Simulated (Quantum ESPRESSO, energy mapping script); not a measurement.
# Spin model of CoO from collinear orders, part 2 of 2

Aim: the exchange couplings of CoO from the energies of a few collinear orders, and the ordering temperature that they give.

PBE with U = 4 eV on Co d, ortho-atomic projectors; plane waves, U on orthogonalised atomic orbitals unless named otherwise, collinear spin, no spin–orbit coupling.

So far. Step 3 (Run 1 (parallel; cell A, 4 atoms)): The run ends ferromagnetic. Step 4 (Run 2 (compensated +−; cell A, 4 atoms)): The run ends antiferromagnetic, 32.74 meV a magnetic atom above the parallel order of its cell, a difference that unlike orbital or electronic states can set, not exchange alone (energies taken at zero occupation width, not the printed F).

### Step 5. Run 3 (parallel; cell B, 4 atoms)

Level of this step: PBE with U = 4 eV on Co d, ortho-atomic projectors, GBRV potentials (Quantum ESPRESSO).

A new cell needs its own zero of energy.

This run holds the same structure in another cell (c 4.263 → 5.221 Å, α 90.0 → 73.2°, β 90.0 → 73.2°, γ 90.0 → 60.0°).

pw.in

```
&control
  calculation = 'scf'
  prefix = 'pw'
  outdir = './tmp/'
  pseudo_dir = './pseudo/'
  verbosity = 'low'
/
&system
  ibrav = 0
  nat = 4
  ntyp = 2
  ecutwfc = 45
  ecutrho = 360
  nbnd = 38
  occupations = 'smearing'
  smearing = 'fd'
  degauss = 0.00367493
  nspin = 2
  starting_magnetization(1) = 0.1765
/
&electrons
  conv_thr = 1.0e-08
  electron_maxstep = 120
  mixing_beta = 0.3
  mixing_mode = 'plain'
/
ATOMIC_SPECIES
  Co 58.9332 Co.upf
  O 15.9990 O.upf
CELL_PARAMETERS angstrom
  0.00000000 -2.13150000 -2.13150000
  -2.13150000 0.00000000 -2.13150000
  2.13150000 2.13150000 -4.26300000
ATOMIC_POSITIONS crystal
  Co 0.50000000 0.50000000 0.50000000
  Co 0.00000000 0.00000000 0.00000000
  O 0.75000000 0.75000000 0.75000000
  O 0.25000000 0.25000000 0.25000000
K_POINTS automatic
  11 11 11 0 0 0
HUBBARD {ortho-atomic}
U Co-3d 4
```

The run is started by

```sh
$ OMP_NUM_THREADS=1 mpirun -n 8 pw.x -nk 8 -in pw.in > pw.out
```

The program printed:

```text
[banner, memory and clock lines left out]
Program PWSCF v.7.5 starts
[...]
unit-cell volume          =     261.4042 (a.u.)^3
     number of atoms/cell      =            4
[...]
number of electrons       =        46.00
     number of Kohn-Sham states=           38
     kinetic-energy cutoff     =      45.0000  Ry
     charge density cutoff     =     360.0000  Ry
[...]
The total energy is F=E-TS. E is the sum of the following terms:
     one-electron contribution =    -365.81756246 Ry
     hartree contribution      =     209.61256365 Ry
     xc contribution           =     -80.08080736 Ry
     ewald contribution        =    -425.12572344 Ry
     Hubbard energy            =       0.25918815 Ry
     total magnetization       =     5.98 Bohr mag/cell
     absolute magnetization    =     6.03 Bohr mag/cell
     convergence has been achieved in  19 iterations
[key lines of the parts left out:]
!    total energy              =    -661.15773417 Ry
the Fermi energy is    13.0967 ev
```

Wall time 90 s (8 MPI ranks of Arm Neoverse N1, shared host); peak memory 0.92 GiB.

The run ends ferromagnetic. For each magnetic atom its energy differs from the parallel run of the first cell by 0.16 meV, an error that one common reference would have brought in.

### Step 6. Run 4 (compensated +−; cell B, 4 atoms)

This order reverses 6 of the 12 neighbours at 3.01 Å, 6 of the 6 neighbours at 4.26 Å and 12 of the 24 neighbours at 5.22 Å, counted for an average magnetic atom.

Changes to pw.in since step 5:

```diff
@@ -10,6 +10,6 @@
   nat = 4
-  ntyp = 2
+  ntyp = 3
   ecutwfc = 45
   ecutrho = 360
-  nbnd = 38
+  nbnd = 35
   occupations = 'smearing'
@@ -19,2 +19,3 @@
   starting_magnetization(1) = 0.1765
+  starting_magnetization(2) = -0.1765
 /
@@ -27,3 +28,4 @@
 ATOMIC_SPECIES
-  Co 58.9332 Co.upf
+  Co1 58.9332 Co.upf
+  Co2 58.9332 Co.upf
   O 15.9990 O.upf
@@ -34,4 +36,4 @@
 ATOMIC_POSITIONS crystal
-  Co 0.50000000 0.50000000 0.50000000
-  Co 0.00000000 0.00000000 0.00000000
+  Co1 0.50000000 0.50000000 0.50000000
+  Co2 0.00000000 0.00000000 0.00000000
   O 0.75000000 0.75000000 0.75000000
@@ -41,2 +43,3 @@
 HUBBARD {ortho-atomic}
-U Co-3d 4
+U Co1-3d 4
+U Co2-3d 4
```

The program printed:

```text
[banner, memory and clock lines left out]
Program PWSCF v.7.5 starts
[...]
unit-cell volume          =     261.4042 (a.u.)^3
     number of atoms/cell      =            4
[...]
number of electrons       =        46.00
     number of Kohn-Sham states=           35
     kinetic-energy cutoff     =      45.0000  Ry
     charge density cutoff     =     360.0000  Ry
[...]
The total energy is F=E-TS. E is the sum of the following terms:
     one-electron contribution =    -365.96359996 Ry
     hartree contribution      =     209.72668749 Ry
     xc contribution           =     -80.06204293 Ry
     ewald contribution        =    -425.12572344 Ry
     Hubbard energy            =       0.26710059 Ry
     total magnetization       =    -0.00 Bohr mag/cell
     absolute magnetization    =     5.46 Bohr mag/cell
     convergence has been achieved in  21 iterations
[key lines of the parts left out:]
!    total energy              =    -661.16247691 Ry
the Fermi energy is    13.0739 ev
```

It took 89 s on 8 MPI ranks; peak memory 0.93 GiB.

The run ends antiferromagnetic, 33.94 meV a magnetic atom below the parallel order of its cell, a difference that unlike orbital or electronic states can set, not exchange alone (energies taken at zero occupation width, not the printed F).

### Step 7. Run 5 (parallel; cell C, 6 atoms)

The parallel order again, as the reference for this cell.

pw.in

```
&control
  calculation = 'scf'
  prefix = 'pw'
  outdir = './tmp/'
  pseudo_dir = './pseudo/'
  verbosity = 'low'
/
&system
  ibrav = 0
  nat = 6
  ntyp = 2
  ecutwfc = 45
  ecutrho = 360
  nbnd = 55
  occupations = 'smearing'
  smearing = 'fd'
  degauss = 0.00367493
  nspin = 2
  starting_magnetization(1) = 0.1765
/
&electrons
  conv_thr = 1.5e-08
  electron_maxstep = 120
  mixing_beta = 0.3
  mixing_mode = 'plain'
/
ATOMIC_SPECIES
  Co 58.9332 Co.upf
  O 15.9990 O.upf
CELL_PARAMETERS angstrom
  0.00000000 -2.13150000 -2.13150000
  -4.26300000 0.00000000 0.00000000
  2.13150000 4.26300000 -2.13150000
ATOMIC_POSITIONS crystal
  Co 0.66666667 0.66666667 0.33333333
  Co 0.33333333 0.33333333 0.66666667
  Co 0.00000000 0.00000000 0.00000000
  O 0.66666667 0.16666667 0.33333333
  O 0.33333333 0.83333333 0.66666667
  O 0.00000000 0.50000000 0.00000000
K_POINTS automatic
  10 10 10 0 0 0
HUBBARD {ortho-atomic}
U Co-3d 4
```

The program printed:

```text
[banner, memory and clock lines left out]
Program PWSCF v.7.5 starts
[...]
unit-cell volume          =     392.1063 (a.u.)^3
     number of atoms/cell      =            6
[...]
number of electrons       =        69.00
     number of Kohn-Sham states=           55
     kinetic-energy cutoff     =      45.0000  Ry
     charge density cutoff     =     360.0000  Ry
[...]
The total energy is F=E-TS. E is the sum of the following terms:
     one-electron contribution =    -548.72614425 Ry
     hartree contribution      =     314.41877421 Ry
     xc contribution           =    -120.12136343 Ry
     ewald contribution        =    -637.68858516 Ry
     Hubbard energy            =       0.38878953 Ry
     total magnetization       =     8.97 Bohr mag/cell
     absolute magnetization    =     9.05 Bohr mag/cell
     convergence has been achieved in  28 iterations
[key lines of the parts left out:]
!    total energy              =    -991.73660762 Ry
the Fermi energy is    13.0972 ev
```

It took 5.9 min on 8 MPI ranks; peak memory 1.5 GiB; 47 min of CPU time.

The run ends ferromagnetic. For each magnetic atom its energy differs from the parallel run of the first cell by 0.10 meV, an error that one common reference would have brought in.

### Step 8. Uncompensated ++− start in cell C (6 atoms)

This order reverses 6.67 of the 12 neighbours at 3.01 Å, 2.67 of the 6 neighbours at 4.26 Å and 8 of the 24 neighbours at 5.22 Å, counted for an average magnetic atom.

Changes to pw.in since step 7:

```diff
@@ -10,6 +10,6 @@
   nat = 6
-  ntyp = 2
+  ntyp = 3
   ecutwfc = 45
   ecutrho = 360
-  nbnd = 55
+  nbnd = 52
   occupations = 'smearing'
@@ -19,2 +19,3 @@
   starting_magnetization(1) = 0.1765
+  starting_magnetization(2) = -0.1765
 /
@@ -27,3 +28,4 @@
 ATOMIC_SPECIES
-  Co 58.9332 Co.upf
+  Co1 58.9332 Co.upf
+  Co2 58.9332 Co.upf
   O 15.9990 O.upf
@@ -34,5 +36,5 @@
 ATOMIC_POSITIONS crystal
-  Co 0.66666667 0.66666667 0.33333333
-  Co 0.33333333 0.33333333 0.66666667
-  Co 0.00000000 0.00000000 0.00000000
+  Co1 0.66666667 0.66666667 0.33333333
+  Co1 0.33333333 0.33333333 0.66666667
+  Co2 0.00000000 0.00000000 0.00000000
   O 0.66666667 0.16666667 0.33333333
@@ -43,2 +45,3 @@
 HUBBARD {ortho-atomic}
-U Co-3d 4
+U Co1-3d 4
+U Co2-3d 4
```

The program printed:

```text
[banner, memory and clock lines left out]
Program PWSCF v.7.5 starts
[...]
unit-cell volume          =     392.1063 (a.u.)^3
     number of atoms/cell      =            6
[...]
number of electrons       =        69.00
     number of Kohn-Sham states=           52
     kinetic-energy cutoff     =      45.0000  Ry
     charge density cutoff     =     360.0000  Ry
[...]
The total energy is F=E-TS. E is the sum of the following terms:
     one-electron contribution =    -548.92014442 Ry
     hartree contribution      =     314.81176840 Ry
     xc contribution           =    -120.27676042 Ry
     ewald contribution        =    -637.68858516 Ry
     Hubbard energy            =       0.14063382 Ry
     total magnetization       =     3.00 Bohr mag/cell
     absolute magnetization    =     8.50 Bohr mag/cell
     convergence has been achieved in  24 iterations
[key lines of the parts left out:]
!    total energy              =    -991.93308779 Ry
the Fermi energy is    13.8188 ev
```

It took 5.1 min on 8 MPI ranks; peak memory 1.5 GiB.

The run ends ferrimagnetic, 909.40 meV a magnetic atom below the parallel order of its cell, a difference that unlike orbital or electronic states can set, not exchange alone.

### Step 9. Parallel start in cell D (6 atoms)

A new cell needs its own zero of energy.

This run holds the same structure in another cell (b 4.263 → 3.014 Å, c 5.221 → 6.740 Å, α 114.1 → 102.9°, β 106.8 → 102.9°).

pw.in

```
&control
  calculation = 'scf'
  prefix = 'pw'
  outdir = './tmp/'
  pseudo_dir = './pseudo/'
  verbosity = 'low'
/
&system
  ibrav = 0
  nat = 6
  ntyp = 2
  ecutwfc = 45
  ecutrho = 360
  nbnd = 55
  occupations = 'smearing'
  smearing = 'fd'
  degauss = 0.00367493
  nspin = 2
  starting_magnetization(1) = 0.1765
/
&electrons
  conv_thr = 1.5e-08
  electron_maxstep = 120
  mixing_beta = 0.3
  mixing_mode = 'plain'
/
ATOMIC_SPECIES
  Co 58.9332 Co.upf
  O 15.9990 O.upf
CELL_PARAMETERS angstrom
  0.00000000 2.13150000 2.13150000
  0.00000000 2.13150000 -2.13150000
  -6.39450000 -2.13150000 0.00000000
ATOMIC_POSITIONS crystal
  Co 0.00000000 0.00000000 0.00000000
  Co 0.33333333 0.33333333 0.66666667
  Co 0.66666667 0.66666667 0.33333333
  O 0.83333333 0.83333333 0.66666667
  O 0.16666667 0.16666667 0.33333333
  O 0.50000000 0.50000000 0.00000000
K_POINTS automatic
  10 10 10 0 0 0
HUBBARD {ortho-atomic}
U Co-3d 4
```

The program printed:

```text
[banner, memory and clock lines left out]
Program PWSCF v.7.5 starts
[...]
unit-cell volume          =     392.1063 (a.u.)^3
     number of atoms/cell      =            6
[...]
number of electrons       =        69.00
     number of Kohn-Sham states=           55
     kinetic-energy cutoff     =      45.0000  Ry
     charge density cutoff     =     360.0000  Ry
[...]
The total energy is F=E-TS. E is the sum of the following terms:
     one-electron contribution =    -548.72803416 Ry
     hartree contribution      =     314.42063699 Ry
     xc contribution           =    -120.12129372 Ry
     ewald contribution        =    -637.68858516 Ry
     Hubbard energy            =       0.38876217 Ry
     total magnetization       =     8.97 Bohr mag/cell
     absolute magnetization    =     9.05 Bohr mag/cell
     convergence has been achieved in  21 iterations
[key lines of the parts left out:]
!    total energy              =    -991.73661021 Ry
the Fermi energy is    13.0973 ev
```

Elapsed: 2.5 min, on 8 MPI ranks; peak memory 1.2 GiB; 20 min of CPU time.

The run ends ferromagnetic. For each magnetic atom its energy differs from the parallel run of the first cell by 0.13 meV, an error that one common reference would have brought in.

### Step 10. Uncompensated ++− start in cell D (6 atoms)

This order reverses 5.33 of the 12 neighbours at 3.01 Å, 1.33 of the 6 neighbours at 4.26 Å and 16 of the 24 neighbours at 5.22 Å, counted for an average magnetic atom.

Changes to pw.in since step 9:

```diff
@@ -10,6 +10,6 @@
   nat = 6
-  ntyp = 2
+  ntyp = 3
   ecutwfc = 45
   ecutrho = 360
-  nbnd = 55
+  nbnd = 52
   occupations = 'smearing'
@@ -19,2 +19,3 @@
   starting_magnetization(1) = 0.1765
+  starting_magnetization(2) = -0.1765
 /
@@ -27,3 +28,4 @@
 ATOMIC_SPECIES
-  Co 58.9332 Co.upf
+  Co1 58.9332 Co.upf
+  Co2 58.9332 Co.upf
   O 15.9990 O.upf
@@ -34,5 +36,5 @@
 ATOMIC_POSITIONS crystal
-  Co 0.00000000 0.00000000 0.00000000
-  Co 0.33333333 0.33333333 0.66666667
-  Co 0.66666667 0.66666667 0.33333333
+  Co1 0.00000000 0.00000000 0.00000000
+  Co1 0.33333333 0.33333333 0.66666667
+  Co2 0.66666667 0.66666667 0.33333333
   O 0.83333333 0.83333333 0.66666667
@@ -43,2 +45,3 @@
 HUBBARD {ortho-atomic}
-U Co-3d 4
+U Co1-3d 4
+U Co2-3d 4
```

The program printed:

```text
[banner, memory and clock lines left out]
Program PWSCF v.7.5 starts
[...]
unit-cell volume          =     392.1063 (a.u.)^3
     number of atoms/cell      =            6
[...]
number of electrons       =        69.00
     number of Kohn-Sham states=           52
     kinetic-energy cutoff     =      45.0000  Ry
     charge density cutoff     =     360.0000  Ry
[...]
The total energy is F=E-TS. E is the sum of the following terms:
     one-electron contribution =    -548.94325704 Ry
     hartree contribution      =     314.67194675 Ry
     xc contribution           =    -120.14273652 Ry
     ewald contribution        =    -637.68858516 Ry
     Hubbard energy            =       0.33399830 Ry
     total magnetization       =     3.02 Bohr mag/cell
     absolute magnetization    =     8.40 Bohr mag/cell
     convergence has been achieved in  20 iterations
[key lines of the parts left out:]
!    total energy              =    -991.77376348 Ry
the Fermi energy is    13.4898 ev
```

Wall time 2.8 min (8 MPI ranks); peak memory 1.2 GiB; 23 min of CPU time.

The run ends ferrimagnetic, 175.23 meV a magnetic atom below the parallel order of its cell, a difference that unlike orbital or electronic states can set, not exchange alone (energies taken at zero occupation width, not the printed F).

### Step 11. Parallel start in cell E (6 atoms)

A new cell needs its own zero of energy.

This run holds the same structure in another cell (c 6.740 → 7.384 Å, α 102.9 → 90.0°, β 102.9 → 90.0°, γ 90.0 → 120.0°).

pw.in

```
&control
  calculation = 'scf'
  prefix = 'pw'
  outdir = './tmp/'
  pseudo_dir = './pseudo/'
  verbosity = 'low'
/
&system
  ibrav = 0
  nat = 6
  ntyp = 2
  ecutwfc = 45
  ecutrho = 360
  nbnd = 55
  occupations = 'smearing'
  smearing = 'fd'
  degauss = 0.00367493
  nspin = 2
  starting_magnetization(1) = 0.1765
/
&electrons
  conv_thr = 1.5e-08
  electron_maxstep = 120
  mixing_beta = 0.3
  mixing_mode = 'plain'
/
ATOMIC_SPECIES
  Co 58.9332 Co.upf
  O 15.9990 O.upf
CELL_PARAMETERS angstrom
  0.00000000 2.13150000 2.13150000
  -2.13150000 0.00000000 -2.13150000
  -4.26300000 -4.26300000 4.26300000
ATOMIC_POSITIONS crystal
  Co 0.00000000 0.00000000 0.00000000
  Co 0.33333333 0.66666667 0.66666667
  Co 0.66666667 0.33333333 0.33333333
  O 0.66666667 0.33333333 0.83333333
  O 0.00000000 0.00000000 0.50000000
  O 0.33333333 0.66666667 0.16666667
K_POINTS automatic
  11 11 4 0 0 0
HUBBARD {ortho-atomic}
U Co-3d 4
```

The program printed:

```text
[banner, memory and clock lines left out]
Program PWSCF v.7.5 starts
[...]
unit-cell volume          =     392.1063 (a.u.)^3
     number of atoms/cell      =            6
[...]
number of electrons       =        69.00
     number of Kohn-Sham states=           55
     kinetic-energy cutoff     =      45.0000  Ry
     charge density cutoff     =     360.0000  Ry
[...]
The total energy is F=E-TS. E is the sum of the following terms:
     one-electron contribution =    -548.72661272 Ry
     hartree contribution      =     314.41911851 Ry
     xc contribution           =    -120.12122441 Ry
     ewald contribution        =    -637.68858516 Ry
     Hubbard energy            =       0.38878433 Ry
     total magnetization       =     8.97 Bohr mag/cell
     absolute magnetization    =     9.05 Bohr mag/cell
     convergence has been achieved in  25 iterations
[key lines of the parts left out:]
!    total energy              =    -991.73660805 Ry
the Fermi energy is    13.0967 ev
```

Wall time 1.7 min (8 MPI ranks); peak memory 1 GiB; 14 min of CPU time.

The run ends ferromagnetic. For each magnetic atom its energy differs from the parallel run of the first cell by 0.12 meV, an error that one common reference would have brought in.

### Step 12. Run 10 (uncompensated ++−; cell E, 6 atoms)

This order reverses 4 of the 12 neighbours at 3.01 Å, 4 of the 6 neighbours at 4.26 Å and 12 of the 24 neighbours at 5.22 Å, counted for an average magnetic atom.

Changes to pw.in since step 11:

```diff
@@ -10,6 +10,6 @@
   nat = 6
-  ntyp = 2
+  ntyp = 3
   ecutwfc = 45
   ecutrho = 360
-  nbnd = 55
+  nbnd = 52
   occupations = 'smearing'
@@ -19,2 +19,3 @@
   starting_magnetization(1) = 0.1765
+  starting_magnetization(2) = -0.1765
 /
@@ -27,3 +28,4 @@
 ATOMIC_SPECIES
-  Co 58.9332 Co.upf
+  Co1 58.9332 Co.upf
+  Co2 58.9332 Co.upf
   O 15.9990 O.upf
@@ -34,5 +36,5 @@
 ATOMIC_POSITIONS crystal
-  Co 0.00000000 0.00000000 0.00000000
-  Co 0.33333333 0.66666667 0.66666667
-  Co 0.66666667 0.33333333 0.33333333
+  Co1 0.00000000 0.00000000 0.00000000
+  Co1 0.33333333 0.66666667 0.66666667
+  Co2 0.66666667 0.33333333 0.33333333
   O 0.66666667 0.33333333 0.83333333
@@ -43,2 +45,3 @@
 HUBBARD {ortho-atomic}
-U Co-3d 4
+U Co1-3d 4
+U Co2-3d 4
```

The program printed:

```text
[banner, memory and clock lines left out]
Program PWSCF v.7.5 starts
[...]
unit-cell volume          =     392.1063 (a.u.)^3
     number of atoms/cell      =            6
[...]
number of electrons       =        69.00
     number of Kohn-Sham states=           52
     kinetic-energy cutoff     =      45.0000  Ry
     charge density cutoff     =     360.0000  Ry
[...]
The total energy is F=E-TS. E is the sum of the following terms:
     one-electron contribution =    -548.90170571 Ry
     hartree contribution      =     314.55974855 Ry
     xc contribution           =    -120.10089835 Ry
     ewald contribution        =    -637.68858516 Ry
     Hubbard energy            =       0.39735773 Ry
     total magnetization       =     2.99 Bohr mag/cell
     absolute magnetization    =     8.44 Bohr mag/cell
     convergence has been achieved in  23 iterations
[key lines of the parts left out:]
!    total energy              =    -991.74183459 Ry
the Fermi energy is    13.0881 ev
```

Elapsed: 1.9 min, on 8 MPI ranks; peak memory 1.1 GiB; 15 min of CPU time.

The run ends ferrimagnetic, 24.47 meV a magnetic atom below the parallel order of its cell, a difference that unlike orbital or electronic states can set, not exchange alone (energies taken at zero occupation width, not the printed F).

### Step 13. The fit

Each energy difference is a sum of couplings weighted by the pairs that the order reverses. A few near shells are fitted to the differences by least squares. Energies are those extrapolated to zero occupation width, not the free energies F.

The orders that converged (zero: parallel moments in the same cell):

```tsv
order	atoms	energy (meV a magnetic atom)	moments (μB)	moments kept as typed	opposed neighbours at 3.01, 4.26, 5.22 Å
parallel in cell A	4	0.00	2.62	yes	0, 0, 0
compensated +− in cell A	4	32.74	2.35	yes	8, 0, 16
parallel in cell B	4	0.00	2.61	yes	0, 0, 0
compensated +− in cell B	4	-33.94	2.56	yes	6, 6, 12
parallel in cell C	6	0.00	2.61	yes	0, 0, 0
uncompensated ++− in cell C	6	-909.40	2.58 to 2.59	yes	6.67, 2.67, 8
parallel in cell D	6	0.00	2.61	yes	0, 0, 0
uncompensated ++− in cell D	6	-175.23	2.52 to 2.59	yes	5.33, 1.33, 16
parallel in cell E	6	0.00	2.61	yes	0, 0, 0
uncompensated ++− in cell E	6	-24.47	2.55 to 2.58	yes	4, 4, 12
```

The Heisenberg fit (each pair counts twice, positive J is ferromagnetic):

```tsv
pair	distance (Å)	neighbours	J (meV)
Co–Co	3.01	12	-62.5
Co–Co	4.26	6	-0.335
Co–Co	5.22	24	31.5
Co–Co	6.03	12	-43.3
```

### Step 14. Results

```yaml
couplings: not to be trusted
```

What this shows: The warning signs here (some orders are gapless and others have a gap; open shells started apart) can come from unlike orbital states, and these open shells were not started from one set of occupation matrices, so the fitted couplings are not taken as the crystal's.

[Logs and program files are shortened in this print: banners, set-up blocks, solver, clock and traceback lines can be left out without a mark of their own.]

[Logs are printed without paths, hosts, clocks, repeated set-up lines and the standing remarks that a program may print on its own settings, such as how far it seeks lower states.]

[Hosts, paths, dates, database ids (printed as entryN), source tags and the programs' standing remarks are cut or masked in the printed files.]

[Where a cell is said to come from a database of computed structures, the database is the Materials Project.]
